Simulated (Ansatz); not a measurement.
## Al (Fm-3m, 1 atom in the cell): relaxing the cell for a phonon run

Wanted: the relaxed cell of Al (Fm-3m, 1 atom in the cell).

Calculated with Ansatz 0.2.0; DFT LDA, scalar-relativistic, plane waves, norm-conserving pseudopotentials.

**Measured values to reproduce.**

“The interpretation of polycrystalline coherent inelastic neutron scattering from aluminium” (2013, pmc:3831299) quotes from earlier work for Al, face-centred cubic (bulk crystal): lattice constant a (cubic lattice constant) 4.0495 Å [literature comparison value; measurement temperature not stated].

Report form: the programs' logs are mostly left out.

### Step 1. The structure

It takes space group Fm-3m (No. 225, cubic). Conventional cell: a = 4.050 Å, b = 4.050 Å, c = 4.050 Å, α = 90.00°, β = 90.00°, γ = 90.00°. Al has 12 Al at 2.86 Å nearest.

### Step 2. Probe on a coarse mesh

First a cheap look: the gap decides the mesh and the occupations, the pressure tells how far the cell has to move.

input.yaml reads:

```yaml
crystal:
  lattice:
    - [0.0, 2.024805, 2.024805]
    - [2.024805, 0.0, 2.024805]
    - [2.024805, 2.024805, 0.0]
  atoms:
    - { symbol: Al, position: [0.0, 0.0, 0.0] }
kpoints:
  mp_grid: { grid: [8, 8, 8] }
hamiltonian:
  xc: lda
  pseudopotentials: { kind: nc }
scf:
  occupations: { method: gaussian, width: 0.1 }
output:
  forces: true
  stress: true
  eigenvalues: true
```

Started as:

```console
ansatz run input.yaml --threads 4 --pin off --max-ram 7168MiB --backend cpu --events-out ev --progress --plain --runs-dir out
```

Run time: 0.53 s. Hardware: 4 threads of Arm Neoverse N1, shared host; peak memory 0.21 GiB.

This step gave:

```
pressure          : -3.954 GPa
volume per atom   : 16.60 Å³
gap on the k-mesh : 0 eV
```

The coarse mesh shows no gap and a pressure of -4.0 GPa.

### Step 3. Relaxation

Harmonic phonons are second derivatives at a point where the forces vanish, and they are wanted at zero stress, so atoms and cell are relaxed first.

input.yaml, the sections that differ from step 2:

```yaml
kpoints:
  mp_grid: { grid: [16, 16, 16] }
relax:
  adjacent_minimum: "off"
  f_tol: 0.005
  max_steps: 80
  cell: { stress_tol: 0.05 }
# crystal, hamiltonian, scf, output: as in step 2
```

Elapsed: 6 s, on 4 threads; peak memory 0.27 GiB.

Step by step:

```tsv
step	energy less that of the first step (eV)	largest force component (eV/Å)	pressure (GPa)	volume (Å³)
1	0.0000	0.0000	-3.98	16.60
2	-0.0111	0.0000	0.56	15.64
3	-0.0112	0.0000	-0.06	15.76
4	-0.0112	0.0000	0.00	15.75
5*	-0.0112	0.0000	0.00	15.75
```

Relaxation steps marked * repeat the geometry before them on a plane-wave basis chosen anew for their cell, so energy and pressure can jump there.

```tsv
conventional cell, symmetrised	before	after	change
a (Å)	4.050	3.979	-1.8 %
b (Å)	4.050	3.979	-1.8 %
c (Å)	4.050	3.979	-1.8 %
volume (Å³/atom)	16.60	15.75	-5.2 %
```

The relaxed structure:

```xyz
1
Lattice="0.0000 1.9893 1.9893 1.9893 0.0000 1.9893 1.9893 1.9893 0.0000" Properties=species:S:1:pos:R:3 pbc="T T T"
Al    0.0000    0.0000    0.0000
```

Numbers from this step:

```yaml
pressure: 0.002991 GPa
volume_per_atom: 15.75 Å³
```

In this step the volume went from 16.60 to 15.75 Å³/atom.

### Step 4. Tight relaxation

Phonons need a cell at rest on their own settings, so the relaxation is repeated with tight tolerances on forces and stress, using the mesh and the filling of the phonon run that follows.

input.yaml, the sections that differ from step 3:

```yaml
crystal:
  lattice:
    - [0.0, 1.9893351911, 1.9893351911]
    - [1.9893351911, 0.0, 1.9893351911]
    - [1.9893351911, 1.9893351911, 0.0]
  atoms:
    - { symbol: Al, position: [0.0, 0.0, 0.0] }
scf:
  occupations: { method: methfessel_paxton, width: 0.15 }
relax:
  adjacent_minimum: "off"
  f_tol: 0.001
  max_steps: 60
  cell: { stress_tol: 0.01 }
# kpoints, hamiltonian, output: as in step 3
```

Elapsed: 2.9 s, on 4 threads; peak memory 0.26 GiB; 6 s of CPU time.

Little changed from the start: no atom moved by 0.005 Å and no cell edge by 0.1 %.

This step gave:

```
pressure : -0.006699 GPa
```

The forces vanish by symmetry and the pressure is -0.007 GPa, within the tolerances set. The cell now holds 15.75 Å³/atom.

### Step 5. Outcome

```yaml
space_group_after_relaxation_within_0p01_a: Fm-3m
lattice_constant_a: 3.979 Å
lattice_constant_b: 3.979 Å
lattice_constant_c: 3.979 Å
volume_per_atom: 15.7 Å³
```

The forces vanish by symmetry and the pressure is -0.007 GPa, within the tolerances set. The cell now holds 15.75 Å³/atom. The relaxation keeps the symmetry of its start, so it says nothing on stability against lower symmetry.

Calculation against experiment:

```
              quantity  measured  LDA norm-conserving
lattice constant a (Å)    4.0495       3.979 (-1.7 %)
```

Measured values from pmc:3831299 (2013).

Verdict: The lattice constant a is off by -1.7 %: a clear miss. The grades are ours: good and fair within 0.7 and 1.5 % for the lattice constant a. For lattice constants the calculation has a static lattice, without zero-point motion or thermal expansion.

[Logs are printed without paths, hosts, clocks, repeated set-up lines and the standing remarks that a program may print on its own settings, such as how far it seeks lower states.]

[Hosts, paths, dates, database ids (printed as entryN), source tags and the programs' standing remarks are cut or masked in the printed files.]
